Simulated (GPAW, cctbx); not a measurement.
# GaBi2C2N: deformation density and structure factors from DFT

Question: by how much does bonding change the X-ray structure factors of GaBi2C2N, and what does a routine refinement make of it?

The cell comes from substitution in a known structure type and wasn't matched to any measured phase. All numbers below are calculated.

## 1. Find the equilibrium geometry

The density hangs on the geometry, so cell and atoms are relaxed first, with the symmetry held. The cutoff is set higher than for the density because stress converges slowly with plane waves.

Settings: GPAW 26.7.0, PBE, 900 eV, 5×5×5 k-points, Fermi–Dirac width 0.1 eV, BFGS to 0.03 eV/Å.

```text
cell
1.0
     3.745000000    0.000000000    0.000000000
     0.000000000   -4.090000000    0.000000000
    -1.872500000    2.045000000   -6.703000000
Bi Ga N C
2 1 1 2
Direct
0.646400000 0.646400000 0.292800000
0.353600000 0.353600000 0.707200000
0.000000000 0.000000000 0.000000000
0.000000000 0.500000000 0.000000000
0.832400000 0.832400000 0.664800000
0.167600000 0.167600000 0.335200000
```

```console
$ OMP_NUM_THREADS=1 mpirun -n 4 gpaw python run.py > gpaw.log
```

```text
BFGS:    0      -30.044891        0.996023
BFGS:    1      -30.120517        0.919882
BFGS:    2      -30.454178        0.549126
BFGS:    3      -30.476375        0.449775
...
BFGS:   13      -30.574623        0.079152
BFGS:   14      -30.575503        0.056453
BFGS:   15      -30.576029        0.029948
cell  3.4902 3.9308 7.3315  105.55 103.77 90.00
volume 93.897 A^3, largest force 0.029 eV/A, largest stress 0.21 GPa
```

After 15 steps the volume has changed by -8.5 % and the energy by -0.531 eV; the largest stress left is 0.21 GPa. It took 20 min on 4 cores of Arm Neoverse V1 (shared host), peak memory 2.2 GiB.

Relaxed structure: Immm (no. 71), a = 3.4902 Å, b = 3.9308 Å, c = 13.6883 Å, α = 90.00°, β = 90.00°, γ = 90.00°.

| atom | mult. | x | y | z |
| --- | --- | --- | --- | --- |
| Bi1 | 4 | 0 | 0 | 0.3436 |
| Ga1 | 2 | 0 | 0 | 0 |
| N1 | 2 | 0 | 1/2 | 0 |
| C1 | 4 | 0 | 0 | 0.1578 |

## 2. Density and charge transfer

X-rays see the whole electron density, so the PAW density is rebuilt with its core regions. Subtracting spherical free atoms from the same code cancels the cores and leaves the deformation density Δρ, the part due to bonding.

Settings: PBE, 550 eV, 7×7×7 k-points, Fermi–Dirac width 0.1 eV; primitive cell of 6 atoms.

```console
$ OMP_NUM_THREADS=1 mpirun -n 4 gpaw python run.py > gpaw.log
```

```text
|iter:   1|       0s |  -34.651602 | -0.28 |       |
|iter:   2|       6s |  -33.165725 | -1.89 | -0.86 |
|iter:   3|      12s |  -30.208534 | -1.10 | -0.93 |
...
|iter:   9|      49s |  -30.194247c| -6.20 | -3.88 |
|iter:  10|      55s |  -30.194253c| -7.32 | -4.42c|
|iter:  11|      61s |  -30.194253c| -7.81c| -4.72c|
```

```text
gpts.py:43: UserWarning: Initial realspace grid (20,24,40) inconsistent with symmetries.
gpts.py:43: UserWarning: Initial realspace grid (20,24,40) inconsistent with symmetries.
gpts.py:43: UserWarning: Initial realspace grid (20,24,40) inconsistent with symmetries.
gpts.py:43: UserWarning: Initial realspace grid (20,24,40) inconsistent with symmetries.
gpts.py:70: UserWarning: Using symmetrized grid: (40,40,40).
gpts.py:70: UserWarning: Using symmetrized grid: (40,40,40).
gpts.py:70: UserWarning: Using symmetrized grid: (40,40,40).
gpts.py:70: UserWarning: Using symmetrized grid: (40,40,40).
grid (80, 80, 80)  electrons 216.000  moved by bonding 1.423 e
deformation density beyond 0.5 A of the nuclei: max 0.188, min -0.086 e/A^3
atom        x       y       z   Voronoi charge  moment
Bi1    0.6564  0.6564  0.3129      0.417       0.00
Bi2    0.3436  0.3436  0.6871      0.417       0.00
Ga3    0.0000  0.0000  0.0000      0.346       0.00
N 4    0.0000  0.5000  0.0000     -0.413       0.00
C 5    0.8422  0.8422  0.6843     -0.383       0.00
C 6    0.1578  0.1578  0.3157     -0.383       0.00
mean inner potential of superposed free atoms 21.109 V
total magnetic moment 0.000 muB
```

Deformation density in a plane through the shortest contact of the Ga atom at the origin, in 0.01 e/Å³ (clipped at ±99); x from -1.6 to 3.6 Å, y from 2.4 down to -2.4 Å:

```text
 -1   2   4   3   .   .   1   5   3   0  -2  -2   1   4   4   .
 -2   1   3   0   .   .  -1   3   2  -1  -3  -2   0   2   2   .
 -2  -1   1   5  14  16   7   2   0  -2  -2  -2  -1   0   3  10
  0  -1   0   4  11  12   6   1  -1   0   1   0   0  -1   2   8
  6   3  -1  -3  -2  -2  -3  -1   2   6   6   7   5   0  -2  -2
 13  11   1  -7  -2   .  -8  -2  10  12   .  14  11   7  -5  -7
  .  16   4  -6   .   .   1  -1  14  17   .   .  18  11  -5   .
 13  11   2  -7  -2   .  -8  -2  10  11   .  13  11   7  -5  -7
  6   3  -1  -2  -2  -2  -3  -1   2   6   7   6   5   1  -2  -2
  0  -1   0   4  11  12   6   1  -1   0   1   0   0  -1   2   8
 -2  -1   1   5  13  16   7   2   0  -2  -2  -2  -1   0   3  10
 -2   1   3   0   .   .  -1   3   2  -1  -3  -2   0   2   2   .
 -1   2   4   3   .   .   1   4   3   0  -2  -2   1   4   4   .
```

Atoms in or within 0.15 Å of the plane: Ga (0.0, 0.0), N (2.0, 0.0), C (0.0, 2.2), C (0.0, -2.2) Å. Dots mark points within about 0.45 Å of a nucleus; large values next to them are atomic features.

N gains most (-0.41 e) and Bi loses most (+0.42 e); N is the most electronegative element, but the order of the others doesn't follow electronegativity. Such charges fall far short of formal ones, since overlapping free atoms already put density on their neighbours. Along the shortest contact from the Ga atom at the map's origin, Ga–N at 1.97 Å, Δρ is +0.08 e/Å³ at the midpoint and highest, +0.19, 1.43 Å from Ga (points within 0.5 Å of a nucleus left out): little sits at the middle, as in a polar contact, whose build-up shifts to the more electronegative atom. At the midpoints of other shortest contacts it is +0.09 (Ga–C, 2.16 Å), +0.03 (Bi–C, 2.54 Å), -0.01 (Bi–N, 2.76 Å) and 0.00 (N–C, 2.92 Å) e/Å³. Point values carry grid noise of about 0.01 e/Å³. The run needed 11 iterations, 82 s.

## 3. From the density to structure factors

The Fourier components of Δρ, added to those of the free atoms, give the static X-ray structure factors; the Mott–Bethe relation turns them into the Fourier components V of the potential that fast electrons feel.

```text
static structure factors of the conventional cell: F in electrons, V (Mott-Bethe) in volts
   h  k  l      d  |F| table  |F| free   |F| DFT   change   |V| free  |V| DFT  change %
   0  0  2  6.8441    60.181    60.142    59.997   -0.145     1.451    1.617     11.4
   0  1  1  3.7781   114.634   114.447   114.477    0.030     2.975    2.965     -0.4
   0  0  4  3.4221   157.365   157.235   157.504    0.269     4.766    4.689     -1.6
   1  0  1  3.3820    91.305    91.252    89.752   -1.500     1.043    1.461     40.2
   0  1  3  2.9781   312.191   312.145   310.100   -2.045     8.234    8.676      5.4
   1  0  3  2.7722   327.868   327.690   327.330   -0.360     9.470    9.538      0.7
   1  1  0  2.6099   339.363   339.264   339.583    0.318    10.762   10.709     -0.5
   1  1  2  2.4386    72.508    72.506    73.246    0.740     2.454    2.346     -4.4
   0  0  6  2.2814   323.971   323.779   324.441    0.662    10.485   10.401     -0.8
   0  1  5  2.2465    11.922    11.988    12.567    0.580     0.107    0.035    -66.9
   1  0  5  2.1541     4.480     4.347     4.718    0.371     1.223    1.181     -3.4
   1  1  4  2.0752   157.517   157.634   158.175    0.540     4.654    4.597     -1.2
   0  2  0  1.9654   328.672   328.459   328.904    0.445     9.762    9.720     -0.4
   0  2  2  1.8891    52.037    52.236    52.163   -0.072     0.799    0.805      0.8
```

The largest X-ray change is -2.04 e on 013, 0.7 % of |F|. For electrons V goes as (Z − F)/g², so a change of F counts against Z − F, which is small at low angle and wherever the atoms' terms cancel: |V| of 015 moves by -66.9 % (0.11 to 0.04 V) against +4.8 % in |F|. These compare absolute values; so weak a component may also change sign. The tabulated Hartree–Fock atoms differ from the free DFT atoms by up to 0.21 e, so the choice of reference atom matters too.

## 4. Refining ordinary atoms against data with bonding

Routine crystallography fits spherical atoms. To see the bias, intensities are simulated from tabulated atoms plus the DFT change ΔF, so that bonding alone can misfit (3154 reflections of the full sphere, merged to the counts below, to 0.5 Å, 1 % proportional noise plus counting noise, assumed isotropic U as listed, Δρ smeared by the mean U) and refined with cctbx over different ranges.

| range | data | R1 | GooF | U Bi1 (true 0.0033) | U Ga1 (true 0.0049) | U N1 (true 0.0075) | U C1 (true 0.0077) | largest shift (Å) | Δρ max, min (e/Å³) |
| --- | --- | --- | --- | --- | --- | --- | --- | --- | --- |
| all data | 489 | 0.0031 | 0.98 | 0.0033 | 0.0049 | 0.0074 | 0.0079 | 0.0021 | 0.58, -0.48 |
| low resolution, d > 0.84 | 120 | 0.0031 | 1.14 | 0.0033 | 0.0049 | 0.0074 | 0.0078 | 0.0041 | 0.31, -0.23 |
| high order, d < 0.75 | 330 | 0.0032 | 0.94 | 0.0033 | 0.0049 | 0.0074 | 0.0079 | 0.0012 | 0.34, -0.37 |
| occupancies free, d > 0.7 | 192 | 0.0029 | 1.00 | 0.0033 | 0.0048 | 0.0093 | 0.0096 | 0.0037 | 0.43, -0.27 |

With all data GooF is 0.98, so at this noise the bonding hardly shows; the top residual peak lies 1.38 Å from N and 1.91 Å from Bi. No U is off by more than 3 s.u. at low resolution. With Bi1 held at 1 and the scale free, the other occupancies refine to Ga1 0.998(0.002), N1 1.045(0.013) and C1 1.033(0.014), on sites that are all full: they absorb part of the misfit, and only ratios to the fixed site mean anything.

## 5. Answer

Bonding moves 1.42 e in the primitive cell of GaBi2C2N and changes the structure factors of the conventional cell in the table above by at most 2.04 e (013, 0.7 %), and among reflections above 2 % of the strongest by up to 4.8 % (015). The shortest bond, Ga–N, has Δρ = +0.08 e/Å³ at its midpoint, low for a shared bond; with the charge transfer this is a polar contact. With all data GooF is 0.98, so at this noise the bonding hardly shows. Limits: static density, frozen cores, no spin–orbit coupling.

[Outputs are excerpts: Python notices, other lines and further rows are left out; steps that failed or that the build refused (PBEsol, TPSS) are not shown.]

[Logs are printed without paths, hosts, clocks, repeated set-up lines and the standing remarks that a program may print on its own settings, such as how far it seeks lower states.]
